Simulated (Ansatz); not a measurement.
# CdSi2GeRu, from a guessed structure to a relaxed one

This structure for CdSi2GeRu is made up. Its elements were placed in a known structure type with a cell scaled to their sizes. What cell does the guess relax to, and how far off was it?

Method: DFT, PBEsol, plane-wave PAW, files of the set soft_1, scalar-relativistic, no spin, cell and ions relaxed at zero pressure; PAW set soft_1, in the first sound run; inputs show where later runs differ, in Ansatz 0.2.0.

## (1) Starting point

The structure is tetragonal, space group I4mm (No. 107). Conventional cell: a = 3.969 Å, b = 3.969 Å, c = 9.357 Å, α = 90.00°, β = 90.00°, γ = 90.00°. Nearest to Cd lie 4 Ge at 2.95 Å and 8 Si at 2.99 to 3.14 Å and 4 Ru at 3.11 Å. Nearest to Ru lie 1 Ge at 2.25 Å and 4 Si at 2.27 Å and 4 Cd at 3.11 Å. Nearest to Ge lie 1 Ru at 2.25 Å and 4 Si at 2.39 Å and 4 Cd at 2.95 Å. Nearest to Si lie 2 Ru at 2.27 Å and 2 Ge at 2.39 Å and 4 Si at 2.81 Å and 4 Cd at 2.99 to 3.14 Å. Farther neighbours are not listed.

## (2) Relaxation of the guess

The guess takes its coordinates from another compound and its volume from a rule, so the cell and any free coordinates are relaxed together.

Input file input.yaml:

```yaml
crystal:
  lattice:
    - [-1.9845, 1.9845, 4.6785]
    - [1.9845, -1.9845, 4.6785]
    - [1.9845, 1.9845, -4.6785]
  atoms:
    - { symbol: Cd, position: [0.0009, 0.0009, 0.0] }
    - { symbol: Ru, position: [0.6436, 0.6436, 0.0] }
    - { symbol: Ge, position: [0.4031, 0.4031, 0.0] }
    - { symbol: Si, position: [0.7615, 0.2615, 0.5] }
    - { symbol: Si, position: [0.2615, 0.7615, 0.5] }
kpoints:
  mp_grid: { grid: [9, 9, 9] }
scf:
  occupations: { method: fermi_dirac, width: 0.05 }
hamiltonian:
  xc: pbesol
  pseudopotentials: { kind: paw, azcp: { folder: soft_1 }, xc_functional: pbe }
relax:
  f_tol: 0.015
  max_steps: 70
  cell: {}
output:
  forces: true
  stress: true
```

Command:

```console
$ ansatz run input.yaml --threads 4 --pin off --max-ram 8192MiB --backend cpu --events-out ev --progress --plain --runs-dir out
```

Numbers of over 12 decimals in the logs are rounded to 6 here.

Output:

```text
Engine: ansatz 0.2.0, aarch64-unknown-linux-gnu
Pseudopotentials: kind: paw
Pseudopotential: Cd, paw, valence charge 20, recommended cutoff 420 eV (normal), soft_1/Cd.paw.azcp
Pseudopotential: Ru, paw, valence charge 16, recommended cutoff 420 eV (normal), soft_1/Ru.paw.azcp
Pseudopotential: Ge, paw, valence charge 14, recommended cutoff 420 eV (normal), soft_1/Ge.paw.azcp
Pseudopotential: Si, paw, valence charge 4, recommended cutoff 420 eV (normal), soft_1/Si.paw.azcp
Functional definition: PBEsol
  exchange = pbesol_x
  correlation = pbesol_c
Crystal: 5 atoms, lattice volume = 73.700 Å³
Basis set: ecut = 420 eV, 1443 PW (Γ), exchange–correlation on 80×80×80 points (8 copies of the dense FFT grid, shifted against one another)
Bands: 35, of which v1, the nominal top of the filled ones, is band 29 counted from 1 (28 counted from 0)
Symmetry: 8 space group operations
Space group: I4mm (ITA 107), of the structure as read, at distance tolerance 4.2e-5 Å
k-points: 75 of 729 (time reversal used)
Non-local potential: Cd, projectors of the file, l = 0: 3, l = 1: 2, l = 2: 2, l = 3: 1
Non-local potential: Ru, projectors of the file, l = 0: 3, l = 1: 2, l = 2: 2, l = 3: 1
Non-local potential: Ge, projectors of the file, l = 0: 2, l = 1: 2, l = 2: 3, l = 3: 1
Non-local potential: Si, projectors of the file, l = 0: 2, l = 1: 2, l = 2: 1
PAW form: soft (Blöchl's): semilocal exchange-correlation on the pseudo side does not see the compensation charge
PAW frozen core: Cd, regenerated for the run's functional, and the local potential with it (the file was generated under x = pbe(κ = 0.804, μ = 0.219515), c = pbe(β = 0.066725))
PAW frozen core: Ru, regenerated for the run's functional, and the local potential with it (the file was generated under x = pbe(κ = 0.804, μ = 0.219515), c = pbe(β = 0.066725))
PAW frozen core: Ge, regenerated for the run's functional, and the local potential with it (the file was generated under x = pbe(κ = 0.804, μ = 0.219515), c = pbe(β = 0.066725))
PAW frozen core: Si, regenerated for the run's functional, and the local potential with it (the file was generated under x = pbe(κ = 0.804, μ = 0.219515), c = pbe(β = 0.066725))
PAW one-centre angular grid: Cd, 590 points (default); XC on 64 Gauss nodes
PAW one-centre angular grid: Ru, 590 points (default); XC on 64 Gauss nodes
PAW one-centre angular grid: Ge, 590 points (default); XC on 64 Gauss nodes
PAW one-centre angular grid: Si, 110 points (default); XC on 64 Gauss nodes
Initial density: superposition of atomic densities (chi_scale 0.1, normalization cell, long waves kept (reshape's long-wave potential 0.00 eV rms))
Initial wavefunctions: pseudopotential atomic-orbital guess
Functional: x = pbesol(κ = 0.804, μ = 0.123457), c = pbesol(β = 0.046)
SCF iter   1: F=—  HF=-19497.460965 eV  |F-HF|=—  |Δ(HF+E_count)|=         —  Δρ=9.73e-2  dr2=9.85e0  ethr=3.10e-3  ⟨swp⟩=6.7  Hψ=11048  notcnv=0
preconditioner: auto → Kerker (q_TF=auto, 2.622 Å⁻¹)  [metal: Δε(μ)=0.017 eV  Ē_g=13.577 eV  σ=0.050 eV  W_gap=0.08  n_scr=30 (ndim 8)  ℏωp=28.0 eV  f_vac=0.000  D(μ)=2.48/eV (n_scr^D=14)]
SCF iter   2: F=—  HF=-19496.184811 eV  |F-HF|=—  |Δ(HF+E_count)|=    1.28e0  Δρ=4.55e-2  dr2=2.18e0  ethr=3.10e-3  ⟨swp⟩=2.1  Hψ=4696  notcnv=0  defer=54
SCF iter   3: F=—  HF=-19495.822452 eV  |F-HF|=—  |Δ(HF+E_count)|=   3.62e-1  Δρ=7.63e-3  dr2=7.08e-2  ethr=3.10e-3  ⟨swp⟩=2.1  Hψ=3546  notcnv=0  defer=54
SCF iter   4: F=—  HF=-19495.805057 eV  |F-HF|=—  |Δ(HF+E_count)|=   1.74e-2  Δρ=2.61e-3  dr2=1.01e-2  ethr=1.22e-4  ⟨swp⟩=3.1  Hψ=5618  notcnv=0  defer=47
SCF iter   5: F=—  HF=-19495.802021 eV  |F-HF|=—  |Δ(HF+E_count)|=   3.04e-3  Δρ=1.05e-3  dr2=9.98e-4  ethr=1.74e-5  ⟨swp⟩=2.0  Hψ=4578  notcnv=0  defer=47
SCF iter   6: F=—  HF=-19495.801676 eV  |F-HF|=—  |Δ(HF+E_count)|=   3.45e-4  Δρ=3.18e-4  dr2=7.46e-5  ethr=1.72e-6  ⟨swp⟩=2.0  Hψ=4620  notcnv=0  defer=47
SCF iter   7: F=—  HF=-19495.801593 eV  |F-HF|=—  |Δ(HF+E_count)|=   8.23e-5  Δρ=1.47e-4  dr2=1.24e-5  ethr=1.29e-7  ⟨swp⟩=2.1  Hψ=4182  notcnv=0  defer=47
SCF iter   8: F=—  HF=-19495.801589 eV  |F-HF|=—  |Δ(HF+E_count)|=   3.95e-6  Δρ=4.01e-5  dr2=1.26e-6  ethr=2.14e-8  ⟨swp⟩=2.0  Hψ=4316  notcnv=0  defer=47
SCF iter   9: F=-19495.801589 eV  HF=-19495.801589 eV  |F-HF|=5.87e-8  |Δ(HF+E_count)|=   2.07e-7  Δρ=9.85e-6  dr2=9.54e-8  ethr=1.72e-10  ⟨swp⟩=3.0  Hψ=10880  notcnv=0
SCF 1 converged in 9 iterations: F = -19495.801589 eV  dr2 = 9.54e-8
  greatest PAW one-centre occupation: 1.000 electrons in one spin orbital (limit 2), on the Cd atom at site 0 (counted from 0), in its partial waves of l = 0
relax step   1: F+E_penalty+E_count = -19495.80158913 eV  Δ(F+E_penalty+E_count) = +0.000e0 eV  max|allowed force component| = 1.250e0 eV/Å  Δτ_max = 0.0000 Å  P = +25.218 GPa  Ω = 73.700 Å³  (9 SCF iters, dr2 threshold 1.00e-7 eV, accepted)
Crystal: 5 atoms, lattice volume = 80.121 Å³
Basis set: ecut = 420 eV, 1605 PW (Γ), exchange–correlation on 80×80×80 points (8 copies of the dense FFT grid, shifted against one another)
Initial density: handed on by an earlier stage of this run
Initial wavefunctions: those handed on with the density
iter 1 solved again at ethr=2.01e-4 eV; its pass at ethr=3.10e-3 eV (dr2=1.17e-1 eV) is discarded
SCF iter   1: F=—  HF=-19496.735502 eV  |F-HF|=—  |Δ(HF+E_count)|=         —  Δρ=8.71e-3  dr2=1.19e-1  ethr=2.01e-4  ⟨swp⟩=1.1  Hψ=13019  notcnv=0
preconditioner: auto → Kerker (q_TF=auto, 2.585 Å⁻¹)  [metal: Δε(μ)=0.020 eV  Ē_g=13.326 eV  σ=0.050 eV  W_gap=0.10  n_scr=32 (ndim 8)  ℏωp=26.9 eV  f_vac=0.000  D(μ)=2.30/eV (n_scr^D=14)]
SCF iter   2: F=—  HF=-19496.720143 eV  |F-HF|=—  |Δ(HF+E_count)|=   1.54e-2  Δρ=4.85e-3  dr2=4.36e-2  ethr=2.01e-4  ⟨swp⟩=1.7  Hψ=2717  notcnv=0
SCF iter   3: F=—  HF=-19496.711506 eV  |F-HF|=—  |Δ(HF+E_count)|=   8.64e-3  Δρ=1.09e-3  dr2=2.71e-3  ethr=7.52e-5  ⟨swp⟩=2.1  Hψ=3724  notcnv=0
SCF iter   4: F=—  HF=-19496.710847 eV  |F-HF|=—  |Δ(HF+E_count)|=   6.60e-4  Δρ=5.15e-4  dr2=3.87e-4  ethr=4.67e-6  ⟨swp⟩=2.0  Hψ=4229  notcnv=0
SCF iter   5: F=—  HF=-19496.710640 eV  |F-HF|=—  |Δ(HF+E_count)|=   2.06e-4  Δρ=2.21e-4  dr2=4.40e-5  ethr=6.68e-7  ⟨swp⟩=2.0  Hψ=4199  notcnv=0
SCF iter   6: F=—  HF=-19496.710630 eV  |F-HF|=—  |Δ(HF+E_count)|=   1.09e-5  Δρ=8.05e-5  dr2=5.44e-6  ethr=7.59e-8  ⟨swp⟩=2.0  Hψ=4198  notcnv=0
SCF iter   7: F=-19496.710629 eV  HF=-19496.710629 eV  |F-HF|=1.87e-7  |Δ(HF+E_count)|=   5.44e-7  Δρ=2.23e-5  dr2=4.23e-7  ethr=8.62e-10  ⟨swp⟩=3.0  Hψ=10813  notcnv=0
SCF 2 converged in 7 iterations: F = -19496.710629 eV  dr2 = 4.23e-7
[...]
relax step   4: F+E_penalty+E_count = -19497.51816902 eV  Δ(F+E_penalty+E_count) = -3.415e-1 eV  max|allowed force component| = 3.157e-1 eV/Å  Δτ_max = 0.1304 Å  P = +0.064 GPa  Ω = 83.116 Å³  energy of the carried Pulay correction = -4.674e-3 eV  (7 SCF iters, dr2 threshold 5.00e-7 eV, accepted)
relax step   5: F+E_penalty+E_count = -19497.65107650 eV  Δ(F+E_penalty+E_count) = -1.329e-1 eV  max|allowed force component| = 1.989e-1 eV/Å  Δτ_max = 0.0171 Å  P = -2.373 GPa  Ω = 83.575 Å³  energy of the carried Pulay correction = -4.887e-3 eV  (7 SCF iters, dr2 threshold 5.00e-7 eV, accepted)
relax step   6: F+E_penalty+E_count = -19497.66681840 eV  Δ(F+E_penalty+E_count) = -1.574e-2 eV  max|allowed force component| = 2.002e-1 eV/Å  Δτ_max = 0.0493 Å  P = -0.423 GPa  Ω = 82.357 Å³  energy of the carried Pulay correction = -4.318e-3 eV  (7 SCF iters, dr2 threshold 5.00e-7 eV, accepted)
relax step   7: F+E_penalty+E_count = -19497.67417343 eV  Δ(F+E_penalty+E_count) = -7.355e-3 eV  max|allowed force component| = 1.563e-2 eV/Å  Δτ_max = 0.0355 Å  P = -0.125 GPa  Ω = 82.011 Å³  energy of the carried Pulay correction = -4.154e-3 eV  (6 SCF iters, dr2 threshold 5.00e-7 eV, accepted)
relax step   8: F+E_penalty+E_count = -19497.67429307 eV  Δ(F+E_penalty+E_count) = -1.196e-4 eV  max|allowed force component| = 2.649e-3 eV/Å  Δτ_max = 0.0031 Å  P = -0.017 GPa  Ω = 81.924 Å³  energy of the carried Pulay correction = -4.113e-3 eV  (6 SCF iters, dr2 threshold 4.37e-8 eV, accepted)
relax step   9: F+E_penalty+E_count = -19497.72324647 eV  Δ(F+E_penalty+E_count) = -4.895e-2 eV  max|allowed force component| = 2.849e-2 eV/Å  Δτ_max = 0.0000 Å  P = +0.724 GPa  Ω = 81.924 Å³  stress off target by 2.01e0 GPa  SCF on the basis re-selected at this cell (its energy is not comparable with the rows above)  (9 SCF iters)
relax step  10: F+E_penalty+E_count = -19497.72792658 eV  Δ(F+E_penalty+E_count) = -4.680e-3 eV  max|allowed force component| = 1.788e-2 eV/Å  Δτ_max = 0.0031 Å  P = +0.064 GPa  Ω = 82.237 Å³  energy of the carried Pulay correction = -1.493e-4 eV  (6 SCF iters, dr2 threshold 5.00e-7 eV, accepted)
relax step  11: F+E_penalty+E_count = -19497.72796573 eV  Δ(F+E_penalty+E_count) = -3.916e-5 eV  max|allowed force component| = 5.600e-3 eV/Å  Δτ_max = 0.0021 Å  P = -0.004 GPa  Ω = 82.299 Å³  energy of the carried Pulay correction = -1.760e-4 eV  (6 SCF iters, dr2 threshold 7.80e-8 eV, accepted)
iter 1 solved again at ethr=4.75e-7 eV; its pass at ethr=3.10e-3 eV (dr2=2.76e-4 eV) is discarded
SCF iter   1: F=—  HF=-19497.728195 eV  |F-HF|=—  |Δ(HF+E_count)|=         —  Δρ=2.92e-5  dr2=3.35e-8  ethr=4.75e-7  ⟨swp⟩=3.0  Hψ=17404  notcnv=0
eigensolver tolerance schedule: the retry pair's looser diagonalisation over-reported the residual by 8236.82 of it (diagonalisation noise at an unbounded share of the residual, at the tolerance the schedule requests for it); recorded, not acted on — ethr = c·dr2/N_el stays at c = 1.0e-1
preconditioner: auto → Kerker (q_TF=auto, 2.574 Å⁻¹)  [metal: Δε(μ)=0.050 eV  Ē_g=13.236 eV  σ=0.050 eV  W_gap=0.24  n_scr=24 (ndim 8)  ℏωp=26.5 eV  f_vac=0.000  D(μ)=1.46/eV (n_scr^D=10)]
SCF iter   2: F=—  HF=-19497.728154 eV  |F-HF|=—  |Δ(HF+E_count)|=   4.10e-5  Δρ=1.49e-5  dr2=9.87e-9  ethr=5.77e-11  ⟨swp⟩=2.6  Hψ=4909  notcnv=0
SCF iter   3: F=—  HF=-19497.728154 eV  |F-HF|=—  |Δ(HF+E_count)|=   1.38e-7  Δρ=1.24e-6  dr2=3.94e-10  ethr=1.70e-11  ⟨swp⟩=2.1  Hψ=4199  notcnv=0
SCF iter   4: F=—  HF=-19497.728154 eV  |F-HF|=—  |Δ(HF+E_count)|=  5.97e-10  Δρ=3.34e-7  dr2=1.29e-10  ethr=1.00e-12  ⟨swp⟩=2.0  Hψ=3287  notcnv=0
iter 5 did not close the SCF: its close was put off for the readings that it lacked (scf_convergence_deferred on its scf_iter line)
SCF iter   5: F=-19497.728154 eV  HF=-19497.728154 eV  |F-HF|=1.46e-11  |Δ(HF+E_count)|=  7.28e-12  Δρ=1.17e-7  dr2=3.18e-11  ethr=1.00e-12  ⟨swp⟩=1.0  Hψ=2625  notcnv=0
iter 6 did not close the SCF: its close was put off for the readings that it lacked (scf_convergence_deferred on its scf_iter line)
SCF iter   6: F=-19497.728154 eV  HF=-19497.728154 eV  |F-HF|=7.28e-12  |Δ(HF+E_count)|=    0.00e0  Δρ=4.95e-8  dr2=4.14e-12  ethr=1.00e-12  ⟨swp⟩=1.0  Hψ=2625  notcnv=0
iter 7 did not close the SCF: its close was put off for the readings that it lacked (scf_convergence_deferred on its scf_iter line)
SCF iter   7: F=-19497.728154 eV  HF=-19497.728154 eV  |F-HF|=0.00e0  |Δ(HF+E_count)|=    0.00e0  Δρ=1.90e-8  dr2=4.11e-13  ethr=1.00e-12  ⟨swp⟩=1.0  Hψ=2625  notcnv=0
iter 8 did not close the SCF: its close was put off for the readings that it lacked (scf_convergence_deferred on its scf_iter line)
SCF iter   8: F=-19497.728154 eV  HF=-19497.728154 eV  |F-HF|=3.64e-12  |Δ(HF+E_count)|=    0.00e0  Δρ=4.80e-9  dr2=3.83e-14  ethr=1.00e-12  ⟨swp⟩=1.0  Hψ=2625  notcnv=0
SCF iter   9: F=-19497.728154 eV  HF=-19497.728154 eV  |F-HF|=7.28e-12  |Δ(HF+E_count)|=    0.00e0  Δρ=1.47e-9  dr2=2.63e-15  ethr=1.00e-12  ⟨swp⟩=1.2  Hψ=5565  notcnv=0
SCF 12 converged in 9 iterations: F = -19497.728154 eV  dr2 = 2.63e-15
relax step  12: F+E_penalty+E_count = -19497.72815399 eV  Δ(F+E_penalty+E_count) = -1.883e-4 eV  max|allowed force component| = 5.651e-3 eV/Å  Δτ_max = 0.0000 Å  P = -0.005 GPa  Ω = 82.299 Å³  stress off target by 7.28e-3 GPa  SCF on the basis re-selected at this cell (its energy is not comparable with the rows above)  (9 SCF iters)
basis re-selected at this cell: Δ(F+E_penalty+E_count) = -1.883e-4 eV, ΔP = -0.002 GPa vs the last step (what re-selecting the basis moved, of the pressure what is left beyond the Pulay correction that the steps carried, after the strain that the cell walked since its last selection, with what the two solves' SCF thresholds leave and, on support functions, any second-order correction that the steps lacked; it is no m [...]
SCF converged after 9 iterations
Free energy (F): -19497.728154 eV
Harris-Foulkes:  -19497.728154 eV  (|F-HF|=7.28e-12)
Internal energy: -19497.715431 eV  (E = F + TS)
E sigma→0 (E₀):  -19497.721792 eV
Entropy (-TS):   -0.012723 eV (-2.545 meV/atom)
Fermi energy:    13.742682 eV
--- Per-component energies (eV) ---
  E_band       = -625.235039
  E_kinetic    = 1083.679110
  E_local      = -7692.676768  (includes V_loc(G=0)·N_el)
  E_nonlocal   = 803.215932
  E_hartree    = 3447.769522
  E_xc         = -511.652415
  E_vxc        = -576.451036  (∫ρ·V_xc dr)
  E_paw        = -10437.632948  (= ΣΔE_a)
  E_vpaw       = -1138.542388  (= ΣTr[D̂ρ^β])
  E_aug_tail   = 0.001065  (compensation charges beyond the density's cutoff)
  E_ewald      = -6191.995246
  E_core_change = 1.576317  (= ΣΔE_core)
  E_smearing   = -0.012723  (= −TS)
  E_closure    = 0.000000  (closes the sum)
  Σ components = -19497.728154   (vs F -19497.728154, Δ=0.00e0)
--- Forces (eV/Å), atoms counted from 1 ---
  atom   1  Cd    -0.00000000     0.00000000     0.00048956
  atom   2  Ru    -0.00000000     0.00000000    -0.00565145
  atom   3  Ge    -0.00000000     0.00000000     0.00329073
  atom   4  Si    -0.00000000     0.00000000     0.00093560
  atom   5  Si    -0.00000000    -0.00000000     0.00093560
  max |Σ_I F_I| component: 4.60e-8 eV/Å
--- Stress (GPa, compression-positive) ---
       -0.007278      -0.000000      -0.000000
       -0.000000      -0.007278       0.000000
       -0.000000      -0.000000      -0.001904
  P = ⅓ Tr σ = -0.0055 GPa (-0.055 kbar)
--- Relaxed structure (10 steps of the walk, 10 accepted, 2 SCFs on fresh bases) ---
  F+E_penalty+E_count = -19497.72815399 eV   max|allowed force component| = 5.651e-3 eV/Å   (the final SCF, on the basis selected at the relaxed cell)
  cell:  # Å, volume = 82.2994 Å³
    - [-1.902078, 1.902078, 5.686958]
    - [1.902078, -1.902078, 5.686958]
    - [1.902078, 1.902078, -5.686958]
  atoms:
    - { symbol: Cd, position: [0.040601, 0.040601, 0] }
    - { symbol: Ru, position: [0.625358, 0.625358, 0] }
    - { symbol: Ge, position: [0.401656, 0.401656, 0] }
    - { symbol: Si, position: [0.751492, 0.251492, 0.5] }
    - { symbol: Si, position: [0.251492, 0.751492, 0.5] }
```

Wall time 66 s (4 threads of Arm Neoverse V1, shared host); peak memory 0.53 GiB.

The steps of the relaxation:

```
step  energy less that of the first step (eV)  largest force component (eV/Å)  pressure (GPa)  volume (Å³)
   1                                   0.0000                          1.2498           25.22        73.70
   2                                  -0.9090                          0.8587            8.48        80.12
   3                                  -1.3750                          0.6537            2.06        82.86
   4                                  -1.7166                          0.3157            0.06        83.12
   5                                  -1.8495                          0.1989           -2.37        83.57
   6                                  -1.8652                          0.2002           -0.42        82.36
   7                                  -1.8726                          0.0156           -0.12        82.01
   8                                  -1.8727                          0.0026           -0.02        81.92
  9*                                  -1.9217                          0.0285            0.72        81.92
  10                                  -1.9263                          0.0179            0.06        82.24
  11                                  -1.9264                          0.0056            0.00        82.30
 12*                                  -1.9266                          0.0057           -0.01        82.30
```

Relaxation steps marked * repeat the geometry before them on a plane-wave basis chosen anew for their cell, so energy and pressure can jump there.

Forces are held to the 8 operations that the run works with; a distortion that breaks them can't arise in this run.

| cell as run | before | after | change |
| --- | --- | --- | --- |
| a (Å) | 5.456 | 6.291 | +15.3 % |
| b (Å) | 5.456 | 6.291 | +15.3 % |
| c (Å) | 5.456 | 6.291 | +15.3 % |
| α (°) | 137.34 | 144.80 | +5.4 % |
| β (°) | 137.34 | 144.80 | +5.4 % |
| γ (°) | 61.92 | 50.63 | -18.2 % |
| volume (Å³/atom) | 14.74 | 16.46 | +11.7 % |

The atoms that moved most (Å, as changes of fractional coordinates times the final cell):

| atom | dx | dy | dz | length |
| --- | --- | --- | --- | --- |
| Cd1 | 0.000 | 0.000 | 0.452 | 0.452 |
| Ru2 | 0.000 | 0.000 | -0.207 | 0.207 |
| Si4 | 0.000 | 0.000 | -0.114 | 0.114 |
| Si5 | 0.000 | 0.000 | -0.114 | 0.114 |
| Ge3 | 0.000 | 0.000 | -0.016 | 0.016 |

Final coordinates:

```cif
data_structure
_symmetry_space_group_name_H-M 'P 1'
_symmetry_Int_Tables_number 1
_cell_length_a 6.2910
_cell_length_b 6.2910
_cell_length_c 6.2910
_cell_angle_alpha 144.803
_cell_angle_beta 144.803
_cell_angle_gamma 50.629
_cell_volume 82.30
loop_
_atom_site_label
_atom_site_type_symbol
_atom_site_fract_x
_atom_site_fract_y
_atom_site_fract_z
_atom_site_occupancy
Cd1 Cd 0.04060 0.04060 0.00000 1
Ru2 Ru 0.62536 0.62536 0.00000 1
Ge3 Ge 0.40166 0.40166 0.00000 1
Si4 Si 0.75149 0.25149 0.50000 1
Si5 Si 0.25149 0.75149 0.50000 1
```

This step gave:

* free energy: -19497.7282 eV
* energy at zero smearing: -19497.7218 eV
* smearing term TS: 0.01272 eV
* Fermi energy: 13.74 eV
* electrons: 58
* symmetry operations: 8
* pressure: -0.005487 GPa

Shortest distances by pair of elements, guess and relaxed (not always the same contact):

```
 pair  guess (Å)  relaxed (Å)
Ru–Si      2.271        2.382
Ge–Ru      2.250        2.544
Ge–Si      2.386        2.556
Si–Si      2.807        2.690
Cd–Ru      3.108        2.857
```

The relaxation ends with a largest force component of 0.0057 eV/Å and a pressure of -0.01 GPa.

[end of part 1 of 2]

[Logs are printed without paths, hosts, clocks, repeated set-up lines and the standing remarks that a program may print on its own settings, such as how far it seeks lower states.]

[Hosts, paths, dates, database ids (printed as entryN), source tags and the programs' standing remarks are cut or masked in the printed files.]
